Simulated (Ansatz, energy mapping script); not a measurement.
# EuCd2Sb2: exchange couplings from total energies

How strongly do the moments of EuCd2Sb2 couple under PBEsol+U (4.5 eV)? The plan is to run several orders and fit a Heisenberg model.

Method: PBEsol with U = 4.5 eV on Eu f, ortho-atomic projectors; plane waves, U on orthogonalised atomic orbitals unless named otherwise, collinear spin, no spin–orbit coupling, in Ansatz 0.2.0.

### 1. The starting structure

Symmetry: P-3m1, No. 164, trigonal system. Conventional cell: a = 4.744 Å, b = 4.744 Å, c = 7.705 Å, α = 90.00°, β = 90.00°, γ = 120.00°. Eu has 6 Sb at 3.33 Å nearest. Nearest to Cd lie 4 Sb at 2.89 to 3.00 Å. Nearest to Sb lie 4 Cd at 2.89 to 3.00 Å and 3 Eu at 3.33 Å. Farther neighbours are not listed.

The cell comes from a database of computed structures, and need not be the one that the compound takes in experiment.

A Hubbard U penalises fractional filling of the shell. It raises the cost of virtual hops to the neighbours, so couplings that rest on such hops usually weaken.

### 2. A run to fix the orbital filling

A corrected shell can settle in several orbital fillings. One parallel run, with an occupation width a fifth wider than the orders use, therefore is to supply the occupation matrices. All orders start from them.

input.yaml

```yaml
crystal:
  lattice:
    - [4.743921585, 0.0, 0.0]
    - [-2.371960792, 4.108356606, 0.0]
    - [0.0, 0.0, 7.70451817]
  atoms:
    - { symbol: Eu, position: [0.0, 0.0, 0.0], spin: 7.0 }
    - { symbol: Cd, position: [0.666666667, 0.333333333, 0.36530419] }
    - { symbol: Cd, position: [0.333333333, 0.666666667, 0.63469581] }
    - { symbol: Sb, position: [0.666666667, 0.333333333, 0.75441209] }
    - { symbol: Sb, position: [0.333333333, 0.666666667, 0.24558791] }
magnetization:
  spin_polarized: true
kpoints:
  mp_grid: { grid: [7, 7, 4] }
hamiltonian:
  xc: pbesol
  hubbard:
    sites: [{ species: Eu, l: f, u_eff: 4.5 }]
    projectors: ortho-atomic
scf:
  occupations: { method: fermi_dirac, width: 0.12 }
output:
  eigenvalues: true
```

Command:

```console
$ ansatz run input.yaml --threads 4 --pin off --max-ram 8192MiB --backend cpu --events-out ev --progress --plain --runs-dir out
```

Numbers of over 12 decimals in the logs are rounded to 6 here.

Log:

```text
Engine: ansatz 0.2.0, x86_64-unknown-linux-gnu
Pseudopotentials: kind: paw
Pseudopotential: Eu, paw, valence charge 17, recommended cutoff 420 eV (normal), Eu.paw.azcp
Pseudopotential: Cd, paw, valence charge 20, recommended cutoff 420 eV (normal), Cd.paw.azcp
Pseudopotential: Sb, paw, valence charge 15, recommended cutoff 420 eV (normal), Sb.paw.azcp
Functional definition: PBEsol
  exchange = pbesol_x
  correlation = pbesol_c
Crystal: 5 atoms, lattice volume = 150.159 Å³
Basis set: ecut = 420 eV, 2875 PW (Γ)
Bands: 57, of which v1, the nominal top of the filled ones, is band 44 counted from 1 (43 counted from 0)
Symmetry: 12 space group operations
Space group: P-3m1 (ITA 164), of the structure as read, at distance tolerance 5.3e-5 Å
Magnetic group: BNS 164.85 (UNI 1315), of the structure as read, at distance tolerance 5.3e-5 Å
k-points: 28 of 196
Non-local potential: Eu, projectors of the file, l = 0: 3, l = 1: 2, l = 2: 2, l = 3: 3
Non-local potential: Cd, projectors of the file, l = 0: 3, l = 1: 2, l = 2: 2, l = 3: 1
Non-local potential: Sb, projectors of the file, l = 0: 2, l = 1: 2, l = 2: 2, l = 3: 2
PAW form: soft (Blöchl's): semilocal exchange-correlation on the pseudo side does not see the compensation charge
PAW frozen core: Eu, regenerated for the run's functional, and the local potential with it (the file was generated under x = pbe(κ = 0.804, μ = 0.219515), c = pbe(β = 0.066725))
PAW frozen core: Cd, regenerated for the run's functional, and the local potential with it (the file was generated under x = pbe(κ = 0.804, μ = 0.219515), c = pbe(β = 0.066725))
PAW frozen core: Sb, regenerated for the run's functional, and the local potential with it (the file was generated under x = pbe(κ = 0.804, μ = 0.219515), c = pbe(β = 0.066725))
PAW one-centre angular grid: Eu, 590 points (default); XC on 64 Gauss nodes
PAW one-centre angular grid: Cd, 590 points (default); XC on 64 Gauss nodes
PAW one-centre angular grid: Sb, 590 points (default); XC on 64 Gauss nodes
Initial density: superposition of atomic densities (chi_scale 0.1, normalization cell, long waves kept (reshape's long-wave potential 0.11 eV rms))
Initial wavefunctions: pseudopotential atomic-orbital guess
Functional: x = pbesol(κ = 0.804, μ = 0.123457), c = pbesol(β = 0.046)
SCF iter   1: F=—  HF=-37849.587536 eV  |F-HF|=—  |Δ(HF+E_count)|=         —  Δρ=3.31e-2 (↑3.31e-2 ↓2.05e-2)  dr2=2.03e0  dr2_m=5.15e-1  M=6.931 μB ∫|m|=7.070 μB  β_m=0.30  ethr=3.10e-3  ⟨swp⟩=6.3  Hψ=11686  notcnv=0  defer=4
preconditioner: auto → Kerker (q_TF=auto, 2.491 Å⁻¹)  [metal: Δε(μ)=0.148 eV  Ē_g=10.637 eV  σ=0.120 eV  W_gap=0.28  n_scr=36 (ndim 8)  ℏωp=20.6 eV  f_vac=0.035  D(μ)=0.61/eV (n_scr^D=2)]
[...]
SCF iter   4: F=—  HF=-37850.966385 eV  |F-HF|=—  |Δ(HF+E_count)|=   2.45e-5  Δρ=4.37e-5 (↑4.07e-5 ↓4.37e-5)  dr2=1.20e-4  dr2_m=7.48e-8  M=6.990 μB ∫|m|=7.190 μB  β_m=0.61  ethr=1.41e-7  ⟨swp⟩=1.5  Hψ=3376  notcnv=0
SCF iter   5: F=—  HF=-37850.966363 eV  |F-HF|=—  |Δ(HF+E_count)|=   2.19e-5  Δρ=2.05e-5 (↑2.05e-5 ↓1.51e-5)  dr2=7.64e-6  dr2_m=4.76e-8  M=6.990 μB ∫|m|=7.190 μB  β_m=0.75  ethr=1.38e-7  ⟨swp⟩=1.9  Hψ=3582  notcnv=0
SCF iter   6: F=—  HF=-37850.966362 eV  |F-HF|=—  |Δ(HF+E_count)|=   1.31e-6  Δρ=7.73e-6 (↑7.11e-6 ↓7.73e-6)  dr2=8.43e-7  dr2_m=1.08e-8  M=6.990 μB ∫|m|=7.190 μB  β_m=0.83  ethr=8.78e-9  ⟨swp⟩=2.0  Hψ=4254  notcnv=0
SCF iter   7: F=—  HF=-37850.966362 eV  |F-HF|=—  |Δ(HF+E_count)|=   7.41e-8  Δρ=4.96e-6 (↑4.96e-6 ↓3.60e-6)  dr2=2.57e-7  dr2_m=4.28e-9  M=6.990 μB ∫|m|=7.190 μB  β_m=0.91  ethr=9.69e-10  ⟨swp⟩=2.4  Hψ=4975  notcnv=0
SCF iter   8: F=-37850.966362 eV  HF=-37850.966362 eV  |F-HF|=2.43e-8  |Δ(HF+E_count)|=   5.69e-8  Δρ=1.80e-6 (↑1.80e-6 ↓1.56e-6)  dr2=3.31e-8  dr2_m=3.77e-10  M=6.990 μB ∫|m|=7.190 μB  ethr=1.15e-10  ⟨swp⟩=5.2  Hψ=9849  notcnv=0
SCF 1 converged in 8 iterations: F = -37850.966362 eV  dr2 = 3.31e-8
[...]
SCF converged after 16 iterations (8 of them in the search for the orbital order of the open f shells)
Magnetization: 6.9899 μB (46.9950 up, 40.0050 down)
Absolute magnetization: 7.1924 μB (∫|ρ↑−ρ↓|, with the PAW one-centre terms)
Spin contamination: 0.0344 ħ² per cell (⟨S²⟩ above its minimum at these occupations)
Per-site moments (μB) at R_I (Å): [(6.939349, 1.373184), (-0.00678478, 1.192142), (-0.00678478, 1.192142), (-0.024588, 1.192142), (-0.024588, 1.192142)]
Free energy (F): -37850.966362 eV
Harris-Foulkes:  -37850.966362 eV  (|F-HF|=2.43e-8)
Internal energy: -37850.949164 eV  (E = F + TS)
E sigma→0 (E₀):  -37850.957763 eV
Entropy (-TS):   -0.017198 eV (-3.440 meV/atom)
Fermi energy:    10.290933 eV
--- Per-component energies (eV) ---
  E_band       = -1300.109632
  E_kinetic    = 1774.070003
  E_local      = -12728.372193  (includes V_loc(G=0)·N_el)
  E_nonlocal   = 1286.685408
  E_hartree    = 5759.932307
  E_xc         = -800.279064
  E_vxc        = -835.862906  (∫ρ·V_xc dr)
  E_hubbard    = 0.116509  (on-site DFT+U / exact-exchange correction)
  E_vhub       = -15.439889  (the Hubbard potential's part of the band-sum identity)
  E_paw        = -23320.664077  (= ΣΔE_a)
  E_vpaw       = -2301.064109  (= ΣTr[D̂ρ^β])
  E_aug_tail   = 0.000020  (compensation charges beyond the density's cutoff)
  E_ewald      = -9824.372541
  E_core_change = 1.934465  (= ΣΔE_core)
  E_smearing   = -0.017198  (= −TS)
  E_closure    = 0.000000  (closes the sum)
  Σ components = -37850.966362   (vs F -37850.966362, Δ=0.00e0)
--- Band table (eV; the first three rows and the last of 56) ---
  k-point 0 ↑: bands = [... 40 lower, 8.7410, 8.7541, 8.7541, 8.7870, 10.1381, 10.4456, 10.4456, 10.5904, ... 9 higher]
  k-point 1 ↑: bands = [... 40 lower, 8.7409, 8.7870, 8.9167, 8.9167, 9.3039, 10.1338, 10.1338, 10.1802, ... 9 higher]
  k-point 2 ↑: bands = [... 40 lower, 8.7418, 8.7870, 8.8458, 9.1220, 9.1220, 9.8010, 9.8010, 10.1674, ... 9 higher]
  k-point 27 ↓: bands = [... 40 lower, 11.7588, 11.8163, 13.3349, 13.6945, 13.7562, 14.1059, 14.4484, 15.3206, ... 9 higher]
Occupation matrices written to <dir>
```

Wall time 13 s (4 threads of Intel Xeon 6975P-C (Granite Rapids), shared host); peak memory 0.79 GiB; 38 s of CPU time.

Numbers from this step:

```yaml
final_state: ferromagnetic
electrons_in_the_corrected_shells: 6.966 e
largest_moment: 6.939 μB
```

### 3. Order 1: parallel, cell A of 10 atoms

Each cell gets its own parallel run on the same mesh, so that most of the mesh error cancels in the differences.

input.yaml

```yaml
crystal:
  lattice:
    - [-4.743921585, 0.0, 0.0]
    - [1.0e-09, 8.216713212, 0.0]
    - [2.371960792, -4.108356606, -7.70451817]
  atoms:
    - { symbol: Eu, position: [0.0, 0.0, 0.0], spin: 7.0 }
    - { symbol: Eu, position: [0.5, 0.5, 0.0], spin: 7.0 }
    - { symbol: Cd, position: [0.317347904, 0.984014572, 0.63469581] }
    - { symbol: Cd, position: [0.817347905, 0.484014572, 0.63469581] }
    - { symbol: Cd, position: [0.682652096, 0.015985429, 0.36530419] }
    - { symbol: Cd, position: [0.182652095, 0.515985428, 0.36530419] }
    - { symbol: Sb, position: [0.122793954, 0.789460622, 0.24558791] }
    - { symbol: Sb, position: [0.622793955, 0.289460622, 0.24558791] }
    - { symbol: Sb, position: [0.877206045, 0.210539378, 0.75441209] }
    - { symbol: Sb, position: [0.377206045, 0.710539378, 0.75441209] }
magnetization:
  spin_polarized: true
kpoints:
  mp_grid: { grid: [6, 4, 6] }
hamiltonian:
  xc: pbesol
  hubbard:
    sites:
      - { species: Eu, l: f, u_eff: 4.5 }
      - { site: 0, l: f, u_eff: 4.5, starting_ns: [{ spin: up, occupation_matrix: eu1_major }, { spin: down, occupation_matrix: eu1_minor }] }
      - { site: 1, l: f, u_eff: 4.5, starting_ns: [{ spin: up, occupation_matrix: eu1_major }, { spin: down, occupation_matrix: eu1_minor }] }
    projectors: ortho-atomic
    occupation_matrices:
      eu1_major:
        matrix:
          - [0.995, 0.0, 0.0, 0.0, 0.0, 0.0, 0.002]
          - [0.0, 0.994, 0.0, 0.0, -0.002, 0.0, 0.0]
          - [0.0, 0.0, 0.994, -0.002, 0.0, 0.0, 0.0]
          - [0.0, 0.0, -0.002, 0.993, 0.0, 0.0, 0.0]
          - [0.0, -0.002, 0.0, 0.0, 0.993, 0.0, 0.0]
          - [0.0, 0.0, 0.0, 0.0, 0.0, 0.996, 0.0]
          - [0.002, 0.0, 0.0, 0.0, 0.0, 0.0, 0.993]
      eu1_minor:
        matrix:
          - [0.001, 0.0, 0.0, 0.0, 0.0, 0.0, -0.001]
          - [0.0, 0.001, 0.0, 0.0, 0.0, 0.0, 0.0]
          - [0.0, 0.0, 0.001, 0.0, 0.0, 0.0, 0.0]
          - [0.0, 0.0, 0.0, 0.002, 0.0, 0.0, 0.0]
          - [0.0, 0.0, 0.0, 0.0, 0.002, 0.0, 0.0]
          - [0.0, 0.0, 0.0, 0.0, 0.0, 0.001, 0.0]
          - [-0.001, 0.0, 0.0, 0.0, 0.0, 0.0, 0.002]
scf:
  occupations: { method: fermi_dirac, width: 0.1 }
output:
  eigenvalues: true
```

Log:

```text
[...]
Crystal: 10 atoms, lattice volume = 300.318 Å³
Basis set: ecut = 420 eV, 5811 PW (Γ)
Bands: 113, of which v1, the nominal top of the filled ones, is band 87 counted from 1 (86 counted from 0)
Symmetry: 8 space group operations
[...]
k-points: 47 of 144
[...]
Starting moments: Σ|m| = 14 μB on 2 of 10 sites
[...]
SCF iter   1: F=—  HF=-75700.827806 eV  |F-HF|=—  |Δ(HF+E_count)|=         —  Δρ=1.70e-1 (↑1.70e-1 ↓1.27e-1)  dr2=1.62e1  dr2_m=6.00e1  M=14.062 μB ∫|m|=15.315 μB  β_m=1.00  ethr=3.10e-3  ⟨swp⟩=6.2  Hψ=36966  notcnv=0  defer=7
[...]
SCF iter   9: F=—  HF=-75701.827536 eV  |F-HF|=—  |Δ(HF+E_count)|=   1.16e-1  Δρ=1.08e-3 (↑1.08e-3 ↓4.45e-4)  dr2=4.75e-3  dr2_m=4.41e-4  M=13.974 μB ∫|m|=14.391 μB  β_m=0.30  ethr=1.18e-6  ⟨swp⟩=2.5  Hψ=17992  notcnv=0  defer=990
[...]
spin-set hold released at iteration 9 (site moments contracting): the magnetisation degrees of freedom join the quasi-Newton model from the next iteration; the mixer history was flushed
SCF iter  10: F=—  HF=-75701.878546 eV  |F-HF|=—  |Δ(HF+E_count)|=   5.10e-2  Δρ=4.44e-4 (↑3.58e-4 ↓4.44e-4)  dr2=1.19e-3  dr2_m=9.86e-5  M=13.973 μB ∫|m|=14.387 μB  β_m=0.57  ethr=1.18e-6  ⟨swp⟩=2.0  Hψ=15485  notcnv=0  defer=990
[...]
SCF iter  17: F=-75701.930889 eV  HF=-75701.930889 eV  |F-HF|=4.65e-8  |Δ(HF+E_count)|=   1.75e-8  Δρ=1.90e-6 (↑1.90e-6 ↓1.85e-6)  dr2=5.60e-8  dr2_m=4.02e-10  M=13.972 μB ∫|m|=14.384 μB  ethr=5.75e-11  ⟨swp⟩=13.6  Hψ=46995  notcnv=0
SCF 1 converged in 17 iterations: F = -75701.930889 eV  dr2 = 5.60e-8
[...]
SCF converged after 17 iterations
Magnetization: 13.9720 μB (93.9860 up, 80.0140 down)
Absolute magnetization: 14.3875 μB (∫|ρ↑−ρ↓|, with the PAW one-centre terms)
[...]
Per-site moments (μB) at R_I (Å): [(6.939216, 1.373184), (6.939216, 1.373184), (-0.00700464, 1.192142), (-0.00700464, 1.192142), (-0.00700464, 1.192142), (-0.00700464, 1.192142), (-0.025243, 1.192142), (-0.025243, 1.192142), (-0.025243, 1.192142), (-0.025243, 1.192142)]
Free energy (F): -75701.930889 eV
[...]
Internal energy: -75701.909546 eV  (E = F + TS)
E sigma→0 (E₀):  -75701.920218 eV
Entropy (-TS):   -0.021344 eV (-2.134 meV/atom)
Fermi energy:    10.284322 eV
[...]
--- Specified on-site occupations, and those of the state reported ---
  electrons in the specified blocks: 13.9360 specified, 13.9317 found
  site 0 (l=f) ↓: largest change of an orbital's occupation 0.0007; electrons 0.0100 specified, 0.0089 found; spectral distance 0.0007
[...]
site 0 (l=f) ↑: largest change of an orbital's occupation 0.0004; electrons 6.9580 specified, 6.9569 found; spectral distance 0.0006
[...]
--- Band table (eV; the first three rows and the last of 94) ---
  k-point 0 ↑: bands = [... 83 lower, 8.7506, 8.7538, 8.7543, 8.7546, 8.7717, 8.7876, 9.4046, 9.5342, ... 22 higher]
  k-point 1 ↑: bands = [... 83 lower, 8.7504, 8.7539, 8.7707, 8.7875, 8.8369, 8.8371, 9.2058, 9.3154, ... 22 higher]
  k-point 2 ↑: bands = [... 83 lower, 8.7489, 8.7540, 8.7649, 8.7875, 8.8650, 9.0069, 9.0071, 9.0175, ... 22 higher]
  k-point 46 ↓: bands = [... 83 lower, 12.0099, 12.0375, 12.6631, 12.7031, 13.4747, 13.8164, 14.1667, 14.4762, ... 22 higher]
Occupation matrices written to <dir>
```

The job ended after 53 s (4 threads; peak memory 2.8 GiB; 2.8 min of CPU time).

Spin moment in the sphere by atom:

| atom | spin moment in the sphere (μB) |
| --- | --- |
| Eu1 | 6.94 |
| Eu2 | 6.94 |
| Cd3 | -0.01 |
| Cd4 | -0.01 |
| Cd5 | -0.01 |
| Cd6 | -0.01 |
| Sb7 | -0.03 |
| Sb8 | -0.03 |
| Sb9 | -0.03 |
| Sb10 | -0.03 |

The run ends ferromagnetic.

### 4. Run 2 (compensated +−; cell A, 10 atoms)

This order reverses 4 of the 6 neighbours at 4.74 Å, counted for an average magnetic atom.

Edit input.yaml of step 3 so:

```diff
@@ -7,3 +7,3 @@
     - { symbol: Eu, position: [0.0, 0.0, 0.0], spin: 7.0 }
-    - { symbol: Eu, position: [0.5, 0.5, 0.0], spin: 7.0 }
+    - { symbol: Eu, position: [0.5, 0.5, 0.0], spin: -7.0 }
     - { symbol: Cd, position: [0.317347904, 0.984014572, 0.63469581] }
@@ -26,3 +26,3 @@
       - { site: 0, l: f, u_eff: 4.5, starting_ns: [{ spin: up, occupation_matrix: eu1_major }, { spin: down, occupation_matrix: eu1_minor }] }
-      - { site: 1, l: f, u_eff: 4.5, starting_ns: [{ spin: up, occupation_matrix: eu1_major }, { spin: down, occupation_matrix: eu1_minor }] }
+      - { site: 1, l: f, u_eff: 4.5, starting_ns: [{ spin: up, occupation_matrix: eu1_minor }, { spin: down, occupation_matrix: eu1_major }] }
     projectors: ortho-atomic
```

Log:

```text
[...]
Crystal: 10 atoms, lattice volume = 300.318 Å³
Basis set: ecut = 420 eV, 5811 PW (Γ)
Bands: 113, of which v1, the nominal top of the filled ones, is band 87 counted from 1 (86 counted from 0)
Symmetry: 4 space group operations
[...]
k-points: 47 of 144
[...]
Starting moments: Σ|m| = 14 μB on 2 of 10 sites
Starting magnetic order: antiferromagnet; a translation exchanges its spin sublattices: spin-degenerate at every k-point
[...]
WARN: the translation (0.5, 0.5, 0) carries every atom to within crystal.symmetry.tolerance of an atom of its element with the starting moment reversed, but both spin channels are solved: site 2 translated lies 5.00e-10 (fractional; 4.11e-9 Å) from site 3 (counted from 0 in this solve's list of atoms, which can differ from the deck's where the deck declares a space group, asks for a supercell or sets defects), and on [...]
SCF iter   1: F=—  HF=-75700.927061 eV  |F-HF|=—  |Δ(HF+E_count)|=         —  Δρ=1.50e-1 (↑1.50e-1 ↓1.50e-1)  dr2=1.63e1  dr2_m=6.00e1  M=0.000 μB ∫|m|=15.127 μB  β_m=1.00  ethr=3.10e-3  ⟨swp⟩=6.0  Hψ=37453  notcnv=0  defer=14
[...]
SCF iter   2: F=—  HF=-75686.685290 eV  |F-HF|=—  |Δ(HF+E_count)|=    1.42e1  Δρ=2.62e-2 (↑2.62e-2 ↓2.62e-2)  dr2=7.35e0  dr2_m=1.24e0  M=-0.000 μB ∫|m|=14.684 μB  β_m=1.00  ethr=3.10e-3  ⟨swp⟩=4.0  Hψ=30564  notcnv=0  defer=224
[...]
spin=Collinear: Resta preconditioning applied to the charge; magnetization (m = ρ↑ − ρ↓) channel mixes plain (no charge-response kernel on spin).
SCF iter   3: F=—  HF=-75690.261602 eV  |F-HF|=—  |Δ(HF+E_count)|=    3.58e0  Δρ=6.05e-3 (↑6.05e-3 ↓6.05e-3)  dr2=1.11e0  dr2_m=6.09e-3  M=-0.000 μB ∫|m|=14.459 μB  β_m=1.00  ethr=3.10e-3  ⟨swp⟩=3.0  Hψ=19014  notcnv=0  defer=1024
[...]
SCF iter  14: F=-75701.927414 eV  HF=-75701.927414 eV  |F-HF|=4.37e-11  |Δ(HF+E_count)|=   3.09e-8  Δρ=5.67e-7 (↑5.20e-7 ↓5.67e-7)  dr2=5.68e-9  dr2_m=9.95e-11  M=-0.000 μB ∫|m|=14.319 μB  ethr=3.41e-11  ⟨swp⟩=1.5  Hψ=28606  notcnv=0
SCF 1 converged in 14 iterations: F = -75701.927414 eV  dr2 = 5.68e-9
[...]
SCF converged after 14 iterations
an eigenvalue changed by more than its tolerance at an iteration that met the thresholds in force, so the SCF went on 1 time: the last check found none over its tolerance
Magnetization: -0.0000 μB (87.0000 up, 87.0000 down)
Absolute magnetization: 14.3227 μB (∫|ρ↑−ρ↓|, with the PAW one-centre terms)
[...]
Per-site moments (μB) at R_I (Å): [(6.942590, 1.373184), (-6.942591, 1.373184), (0.00311088, 1.192142), (-0.00311086, 1.192142), (0.00311088, 1.192142), (-0.00311086, 1.192142), (0.00826517, 1.192142), (-0.00826515, 1.192142), (0.00826517, 1.192142), (-0.00826515, 1.192142)]
Free energy (F): -75701.927414 eV
[...]
Internal energy: -75701.905970 eV  (E = F + TS)
E sigma→0 (E₀):  -75701.916692 eV
Entropy (-TS):   -0.021443 eV (-2.144 meV/atom)
Fermi energy:    10.281097 eV
[...]
--- Specified on-site occupations, and those of the state reported ---
  electrons in the specified blocks: 13.9360 specified, 13.9345 found
[...]
--- Band table (eV; the first three rows and the last of 94) ---
  k-point 0 ↑: bands = [... 83 lower, 9.4255, 10.0296, 10.3340, 10.3395, 10.5459, 10.7328, 11.0390, 11.4916, ... 22 higher]
  k-point 1 ↑: bands = [... 83 lower, 9.2254, 9.6036, 10.1837, 10.1857, 10.1885, 10.9173, 11.3529, 11.5130, ... 22 higher]
  k-point 2 ↑: bands = [... 83 lower, 9.0646, 9.0890, 9.8754, 9.8784, 10.1766, 10.6536, 11.5390, 11.9477, ... 22 higher]
  k-point 46 ↓: bands = [... 83 lower, 8.8283, 9.0326, 9.1342, 9.2253, 10.6442, 10.9313, 11.5071, 11.9348, ... 22 higher]
Occupation matrices written to <dir>
```

Run time: 53 s. Hardware: 4 threads; peak memory 2.9 GiB; 2.9 min of CPU time.

Spin moment in the sphere by atom:

| atom | spin moment in the sphere (μB) |
| --- | --- |
| Eu1 | 6.94 |
| Eu2 | -6.94 |
| Cd3 | 0.00 |
| Cd4 | 0.00 |
| Cd5 | 0.00 |
| Cd6 | 0.00 |
| Sb7 | 0.01 |
| Sb8 | -0.01 |
| Sb9 | 0.01 |
| Sb10 | -0.01 |

The run ends antiferromagnetic, 1.76 meV a magnetic atom above the parallel order of its cell (energies taken at zero occupation width, not the printed F).

(Continued in part 2 of 2.)

[Logs and program files are shortened in this print: banners, set-up blocks, solver, clock and traceback lines can be left out without a mark of their own.]

[Logs are printed without paths, hosts, clocks, repeated set-up lines and the standing remarks that a program may print on its own settings, such as how far it seeks lower states.]

[Hosts, paths, dates, database ids (printed as entryN), source tags and the programs' standing remarks are cut or masked in the printed files.]

[Where a cell is said to come from a database of computed structures, the database is the Materials Project.]
